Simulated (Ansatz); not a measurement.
# Lattice dynamics of Na2WO4 (Fd-3m)

The cell of Na2WO4 (Fd-3m) is at rest. What are its phonons? After the zone centre comes a 2×2×2 q mesh on a 4×4×4 k mesh.

Main program and level: Ansatz 0.2.0; DFT PBEsol, scalar-relativistic, plane waves, PAW; PAW set soft_1.

### Step 1. The starting structure

Symmetry: Fd-3m, No. 227, cubic system. The conventional cell has a = 9.109 Å, b = 9.109 Å, c = 9.109 Å, α = 90.00°, β = 90.00°, γ = 90.00°. Na has 6 O at 2.39 Å nearest. Nearest to W lie 4 O at 1.79 Å. Nearest to O lie 1 W at 1.79 Å and 3 Na at 2.39 Å. Farther neighbours and most contacts between anions are not listed.

Structure file:

```cif
data_structure
_symmetry_space_group_name_H-M 'Fd-3m:1'
_symmetry_Int_Tables_number 227
_cell_length_a 9.1092
_cell_length_b 9.1092
_cell_length_c 9.1092
_cell_angle_alpha 90.000
_cell_angle_beta 90.000
_cell_angle_gamma 90.000
_cell_volume 755.87
loop_
_atom_site_label
_atom_site_type_symbol
_atom_site_symmetry_multiplicity
_atom_site_Wyckoff_symbol
_atom_site_fract_x
_atom_site_fract_y
_atom_site_fract_z
_atom_site_occupancy
Na1 Na 16 c 0.12500 0.12500 0.12500 1
W1 W 8 b 0.00000 0.00000 0.50000 1
O1 O 32 e 0.38673 0.38673 0.38673 1
```

### Step 2. Modes at Γ

The cell comes from relaxations at this level that are not shown. The zone centre comes first: it holds the modes that light can see, as far as symmetry allows. The response to a homogeneous field gives the Born charges and the dielectric tensor, and its change with displacement the Raman tensors.

Input file input.yaml:

```yaml
crystal:
  lattice:
    - [0.0, 4.5546194265, 4.5546194265]
    - [4.5546194265, 0.0, 4.5546194265]
    - [4.5546194265, 4.5546194265, 0.0]
  atoms:
    - { symbol: Na, position: [0.625, 0.625, 0.625] }
    - { symbol: Na, position: [0.125, 0.625, 0.625] }
    - { symbol: Na, position: [0.625, 0.625, 0.125] }
    - { symbol: Na, position: [0.625, 0.125, 0.625] }
    - { symbol: W, position: [0.0, 0.0, 0.0] }
    - { symbol: W, position: [0.25, 0.25, 0.25] }
    - { symbol: O, position: [0.8867284358, 0.8867284358, 0.8867284358] }
    - { symbol: O, position: [0.9101853073, 0.3632715642, 0.3632715642] }
    - { symbol: O, position: [0.8867284358, 0.8867284358, 0.3398146927] }
    - { symbol: O, position: [0.3632715642, 0.9101853073, 0.3632715642] }
    - { symbol: O, position: [0.3398146927, 0.8867284358, 0.8867284358] }
    - { symbol: O, position: [0.3632715642, 0.3632715642, 0.3632715642] }
    - { symbol: O, position: [0.8867284358, 0.3398146927, 0.8867284358] }
    - { symbol: O, position: [0.3632715642, 0.3632715642, 0.9101853073] }
kpoints:
  mp_grid: { grid: [4, 4, 4] }
hamiltonian:
  xc: pbesol
  pseudopotentials: { kind: paw, azcp: { folder: soft_1 }, xc_functional: pbe }
scf:
  occupations: { method: fixed }
output:
  eigenvalues: true
phonons:
  method: dfpt
  dielectric: true
  rigid_motions: translations
  raman: true
```

Started as:

```console
$ ansatz run input.yaml --threads 16 --pin off --max-ram 61440MiB --backend cuda --events-out ev --progress --plain --runs-dir out
```

Numbers of over 12 decimals in the logs are rounded to 6 here.

What it wrote:

```text
Engine: ansatz 0.2.0, aarch64-unknown-linux-gnu
Pseudopotentials: kind: paw
Pseudopotential: Na, paw, valence charge 9, recommended cutoff 420 eV (normal), soft_1/Na.paw.azcp
Pseudopotential: W, paw, valence charge 14, recommended cutoff 420 eV (normal), soft_1/W.paw.azcp
Pseudopotential: O, paw, valence charge 6, recommended cutoff 420 eV (normal), soft_1/O.paw.azcp
Functional definition: PBEsol
  exchange = pbesol_x
  correlation = pbesol_c
[...]
Crystal: 14 atoms, lattice volume = 188.967 Å³
Basis set: ecut = 420 eV, 3695 PW (Γ), exchange–correlation on 96×96×96 points (8 copies of the dense FFT grid, shifted against one another)
Bands: 70, of which v1, the nominal top of the filled ones, is band 56 counted from 1 (55 counted from 0)
Symmetry: 48 space group operations
k-points: 24 of 64 (irreducible under 2 space group operations, time reversal used)
Non-local potential: Na, projectors of the file, l = 0: 3, l = 1: 2, l = 2: 1
Non-local potential: W, projectors of the file, l = 0: 3, l = 1: 2, l = 2: 2, l = 3: 1
Non-local potential: O, projectors of the file, l = 0: 2, l = 1: 2, l = 2: 1
PAW form: soft (Blöchl's): semilocal exchange-correlation on the pseudo side does not see the compensation charge
PAW frozen core: Na, regenerated for the run's functional, and the local potential with it (the file was generated under x = pbe(κ = 0.804, μ = 0.219515), c = pbe(β = 0.066725))
PAW frozen core: W, regenerated for the run's functional, and the local potential with it (the file was generated under x = pbe(κ = 0.804, μ = 0.219515), c = pbe(β = 0.066725))
PAW frozen core: O, regenerated for the run's functional, and the local potential with it (the file was generated under x = pbe(κ = 0.804, μ = 0.219515), c = pbe(β = 0.066725))
PAW one-centre angular grid: Na, 110 points (default); XC on 64 Gauss nodes
PAW one-centre angular grid: W, 590 points (default); XC on 64 Gauss nodes
PAW one-centre angular grid: O, 110 points (default); XC on 64 Gauss nodes
Initial density: superposition of atomic densities (chi_scale 0.1, normalization cell, long waves kept (reshape's long-wave potential 0.16 eV rms))
Initial wavefunctions: pseudopotential atomic-orbital guess
[...]
Functional: x = pbesol(κ = 0.804, μ = 0.123457), c = pbesol(β = 0.046)
SCF iter   1: F=—  HF=-30925.428050 eV  |F-HF|=—  |Δ(HF+E_count)|=         —  Δρ=1.05e-1  dr2=3.41e1  ethr=3.10e-3  ⟨swp⟩=5.0  Hψ=4970  notcnv=0  defer=209
preconditioner: auto → Resta (q_TF=auto, 2.501 Å⁻¹)  ε∞=3.8  [insulator: Δε(μ)=4.797 eV  Ē_g=12.980 eV  n_scr=58 (ndim 8)  ℏωp=21.6 eV  f_vac=0.000  ε∞_Penn≈3.8]
SCF iter   2: F=—  HF=-30917.030705 eV  |F-HF|=—  |Δ(HF+E_count)|=    8.40e0  Δρ=5.15e-2  dr2=4.37e0  ethr=3.10e-3  ⟨swp⟩=3.0  Hψ=3553  notcnv=0  defer=215
[...]
SCF iter  12: F=-30915.391472 eV  HF=-30915.391472 eV  |F-HF|=7.28e-12  |Δ(HF+E_count)|=  1.96e-10  Δρ=1.04e-7  dr2=1.92e-11  ethr=1.00e-12  ⟨swp⟩=14.1  Hψ=10127  notcnv=0
SCF 1 converged in 12 iterations: F = -30915.391472 eV  dr2 = 1.92e-11
  greatest PAW one-centre occupation: 1.000 electrons in one spin orbital (limit 2), on the W atom at site 5 (counted from 0), in its partial waves of l = 0
[...]
NSCF: frozen V_eff on 1 k-points
[...]
DFPT response loops at Γ: preconditioner auto → none (the input reference at scf.mixing.eps_inf says where Resta's filter doesn't serve); β = 0.50; Broyden in place of MSR1
── the response to a field inside a basis, on 4×4×4 k-points: an SCF that follows is theirs, and a resumed run solves both again ──
[...]
Bands: 57, of which v1, the nominal top of the filled ones, is band 56 counted from 1 (55 counted from 0)
k-points: 10 of 64 (irreducible under 12 space group operations)
[...]
Eigensolver: Dense (10 Hₖ)
SCF iter   1: F=—  HF=-30914.549407 eV  |F-HF|=—  |Δ(HF+E_count)|=         —  Δρ=5.33e-4  dr2=2.45e-4  ethr=1.00e-1
preconditioner: auto → Resta (q_TF=auto, 2.501 Å⁻¹)  ε∞=4.0  [insulator: Δε(μ)=5.144 eV  Ē_g=14.574 eV  n_scr=58 (ndim 8)  ℏωp=25.3 eV  f_vac=0.046  ε∞_Penn≈4.0]
SCF iter   2: F=—  HF=-30914.549480 eV  |F-HF|=—  |Δ(HF+E_count)|=   7.37e-5  Δρ=2.90e-4  dr2=9.65e-5  ethr=2.19e-7
[...]
SCF 1 converged in 7 iterations: F = -30914.549514 eV  dr2 = 5.75e-11
[...]
SCF converged after 12 iterations
[...]
920.26      1             0.0000                 0.0000               —
        924.98      1             0.0000               314.7633           0.000
  optical modes at Γ + LO–TO along q̂ = [1.0000, 0.0000, 0.0000]:
      ω (cm⁻¹)  modes    IR ((D/Å)²/amu)  static Raman (Å⁴/amu)  depolarisation
         88.80      3             0.0000                 1.8380           0.750
        120.28      3             0.0000                 0.0000               —
        162.06      2             4.6049                 0.0000               —
        165.31      3             0.0000                 0.0000               —
        172.69      1             0.3255                 0.0000               —
        195.23      2             0.0000                 0.0000               —
        218.89      2             9.1326                 0.0000               —
        230.42      3             0.0000                 0.0000               —
        241.53      1             1.2198                 0.0000               —
        277.46      1             0.0000                 0.0000               —
        288.53      2            10.5400                 0.0000               —
        306.82      2             0.0000                52.8080           0.750
        330.97      1             6.9645                 0.0000               —
        364.37      3             0.0000                 1.4986           0.750
        371.38      2             0.0000                 0.0000               —
        805.37      3             0.0000                49.6141           0.750
        820.25      2            54.5814                 0.0000               —
        887.64      1            30.9196                 0.0000               —
        920.26      1             0.0000                 0.0000               —
        924.98      1             0.0000               314.7633           0.000
  optical modes at Γ + LO–TO along q̂ = [0.0000, 1.0000, 0.0000]:
      ω (cm⁻¹)  modes    IR ((D/Å)²/amu)  static Raman (Å⁴/amu)  depolarisation
         88.80      3             0.0000                 1.8380           0.750
        120.28      3             0.0000                 0.0000               —
        162.06      2             4.6049                 0.0000               —
        165.31      3             0.0000                 0.0000               —
        172.69      1             0.3255                 0.0000               —
        195.23      2             0.0000                 0.0000               —
        218.89      2             9.1326                 0.0000               —
        230.42      3             0.0000                 0.0000               —
        241.53      1             1.2198                 0.0000               —
        277.46      1             0.0000                 0.0000               —
        288.53      2            10.5400                 0.0000               —
        306.82      2             0.0000                52.8080           0.750
        330.97      1             6.9645                 0.0000               —
        364.37      3             0.0000                 1.4986           0.750
        371.38      2             0.0000                 0.0000               —
        805.37      3             0.0000                49.6141           0.750
        820.25      2            54.5814                 0.0000               —
        887.64      1            30.9196                 0.0000               —
        920.26      1             0.0000                 0.0000               —
        924.98      1             0.0000               314.7633           0.000
  optical modes at Γ + LO–TO along q̂ = [0.0000, 0.0000, 1.0000]:
      ω (cm⁻¹)  modes    IR ((D/Å)²/amu)  static Raman (Å⁴/amu)  depolarisation
         88.80      3             0.0000                 1.8380           0.750
        120.28      3             0.0000                 0.0000               —
        162.06      2             4.6049                 0.0000               —
        165.31      3             0.0000                 0.0000               —
        172.69      1             0.3255                 0.0000               —
        195.23      2             0.0000                 0.0000               —
        218.89      2             9.1326                 0.0000               —
        230.42      3             0.0000                 0.0000               —
        241.53      1             1.2198                 0.0000               —
        277.46      1             0.0000                 0.0000               —
        288.53      2            10.5400                 0.0000               —
        306.82      2             0.0000                52.8080           0.750
        330.97      1             6.9645                 0.0000               —
        364.37      3             0.0000                 1.4986           0.750
        371.38      2             0.0000                 0.0000               —
        805.37      3             0.0000                49.6141           0.750
        820.25      2            54.5814                 0.0000               —
        887.64      1            30.9196                 0.0000               —
        920.26      1             0.0000                 0.0000               —
        924.98      1             0.0000               314.7633           0.000
```

The job ended after 15 s (1 × NVIDIA GB200 with 16 threads of Arm Neoverse V2, shared host; peak memory 2.6 GiB; 1.7 min of CPU time).

Numbers from this step:

* gap on the k-mesh: 4.977 eV
* volume per atom: 13.50 Å³
* sum-rule residual before enforcement: 5.84e-5 eV/Å²
* miss of the charge sum rule: 2.04e-5 e
* point group: m-3m
* highest optical mode at the zone centre (no LO-TO term): 925.0 cm⁻¹
* lowest optical zone-centre mode: 88.8 cm⁻¹
* mean high-frequency dielectric constant: 2.864
* largest Born charge (third of the trace): 3.192 e
* mean static dielectric constant: 6.102
* top of the zone-centre spectrum with the field: 925.0 cm⁻¹

Without the LO-TO term. Patterns of degenerate modes are one choice out of their space. The modes at Γ (shares of kinetic energy by element, %); the lowest 24 and highest 6 of 42:

```csv
mode,frequency (cm⁻¹),symmetry,Na %,W %,O %
1,0.0,acoustic,16,63,22
2,0.0,acoustic,16,63,22
3,0.0,acoustic,16,63,22
4,88.8,T2g,0,82,18
5,88.8,T2g,0,82,18
6,88.8,T2g,0,82,18
7,120.3,T2u,74,0,26
8,120.3,T2u,74,0,26
9,120.3,T2u,74,0,26
10,162.1,T1u,81,16,4
11,162.1,T1u,81,16,4
12,162.1,T1u,81,16,4
13,165.3,T1g,0,0,100
14,165.3,T1g,0,0,100
15,165.3,T1g,0,0,100
16,195.2,Eu,99,0,1
17,195.2,Eu,99,0,1
18,218.9,T1u,96,2,2
19,218.9,T1u,96,2,2
20,218.9,T1u,96,2,2
21,230.4,T2u,26,0,74
22,230.4,T2u,26,0,74
23,230.4,T2u,26,0,74
24,277.5,A2u,100,0,0
37,805.4,T2g,0,12,88
38,820.2,T1u,0,12,88
39,820.2,T1u,0,12,88
40,820.2,T1u,0,12,88
41,920.3,A2u,0,0,100
42,925.0,A1g,0,0,100
```

Displacements in mode 5 (88.8 cm⁻¹), the largest set to 1:
```
Na1  0.00  0.00  0.00
Na2  0.00  0.00  0.00
Na3  0.00  0.00  0.00
Na4  0.00  0.00  0.00
W5  -0.40 -1.00 -0.20
W6   0.40  1.00  0.20
O7  -0.47 -0.86 -0.35
O8   0.15  0.75  0.24
O9  -0.42 -0.80  0.03
O10  0.20  0.69  0.08
O11 -0.15 -0.75 -0.24
O12  0.47  0.86  0.35
O13 -0.20 -0.69 -0.08
O14  0.42  0.80 -0.03
```

Displacements in mode 36 (805.4 cm⁻¹), the largest set to 1:
```
Na1  0.00  0.00  0.00
Na2  0.00  0.00  0.00
Na3  0.00  0.00  0.00
Na4  0.00  0.00  0.00
W5  -0.13  0.10  0.15
W6   0.13 -0.10 -0.15
O7  -0.27 -0.33 -0.34
O8  -0.99  0.99  1.00
O9   0.50  0.45 -0.51
O10 -0.22  0.21 -0.15
O11  0.99 -0.99 -1.00
O12  0.27  0.33  0.34
O13  0.22 -0.21  0.15
O14 -0.50 -0.45  0.51
```

Optical modes at the zone centre, without and with the macroscopic field of the longitudinal modes; each column is sorted by frequency, so a row need not hold one and the same mode. Modes with and without the field, by row:

```csv
rank among optical modes,no field (cm⁻¹),"q along (1, 0, 0) (cm⁻¹)"
1,88.8,88.8
2,88.8,88.8
3,88.8,88.8
4,120.3,120.3
5,120.3,120.3
6,120.3,120.3
7,162.1,162.1
8,162.1,162.1
9,162.1,165.3
10,165.3,165.3
11,165.3,165.3
12,165.3,172.7
13,195.2,195.2
14,195.2,195.2
15,218.9,218.9
16,218.9,218.9
17,218.9,230.4
18,230.4,230.4
19,230.4,230.4
20,230.4,241.5
21,277.5,277.5
22,288.5,288.5
23,288.5,288.5
24,288.5,306.8
25,306.8,306.8
26,306.8,331
27,364.4,364.4
28,364.4,364.4
29,364.4,364.4
30,371.4,371.4
31,371.4,371.4
32,805.4,805.4
33,805.4,805.4
34,805.4,805.4
35,820.2,820.2
36,820.2,820.2
37,820.2,887.6
38,920.3,920.3
39,925,925
```

Born charge (rows field, columns displacement) (e), principal values of the symmetric part by kind of site:

```csv
atom,atoms with these values,low,middle,high,mean
Na1,4,0.78,1.48,1.48,1.24
W5,2,3.19,3.19,3.19,3.19
O7,8,-2.52,-0.87,-0.87,-1.42
```

In full for Na1:

```
 1.24 -0.23 -0.23
-0.23  1.24 -0.23
-0.23 -0.23  1.24
```

High-frequency dielectric tensor:

```
2.86 0.00 0.00
0.00 2.86 0.00
0.00 0.00 2.86
```

Static dielectric tensor (ions relaxed, fixed cell):

```
6.10 0.00 0.00
0.00 6.10 0.00
0.00 0.00 6.10
```

Transverse modes. Infrared lines, with heights relative to the strongest:

```csv
position (cm⁻¹),label,relative intensity
89,T2g,0.0
120,T2u,0.0
162,T1u,8.4
165,T1g,0.0
195,Eu,0.0
219,T1u,17
230,T2u,0.0
278,A2u,0.0
288,T1u,19
307,Eg,0.0
364,T2g,0.0
371,Eu,0.0
805,T2g,0.0
820,T1u,100
920,A2u,0.0
925,A1g,0.0
```

Activity x (w_L - w)^4 (n + 1)/w, 532 nm, 300 K; modes without the macroscopic field alone. Raman lines, with heights relative to the strongest:

```csv
position (cm⁻¹),label,relative intensity
89,T2g,21
120,T2u,0.0
162,T1u,0.0
165,T1g,0.0
195,Eu,0.0
219,T1u,0.0
230,T2u,0.0
278,A2u,0.0
288,T1u,0.0
307,Eg,74
364,T2g,1.6
371,Eu,0.0
805,T2g,19
820,T1u,0.0
920,A2u,0.0
925,A1g,100
```

Before it was imposed, the acoustic sum rule was missed by 5.8e-5 eV/Å² and the charge sum rule by 2.0e-5 e. Small misses are needed for a sound result but don't prove that mesh and cutoff are converged. The lowest optical mode is real, 88.8 cm⁻¹.

(Continued in part 2 of 2.)

[Logs are printed without paths, hosts, clocks, repeated set-up lines and the standing remarks that a program may print on its own settings, such as how far it seeks lower states.]

[Hosts, paths, dates, database ids (printed as entryN), source tags and the programs' standing remarks are cut or masked in the printed files.]
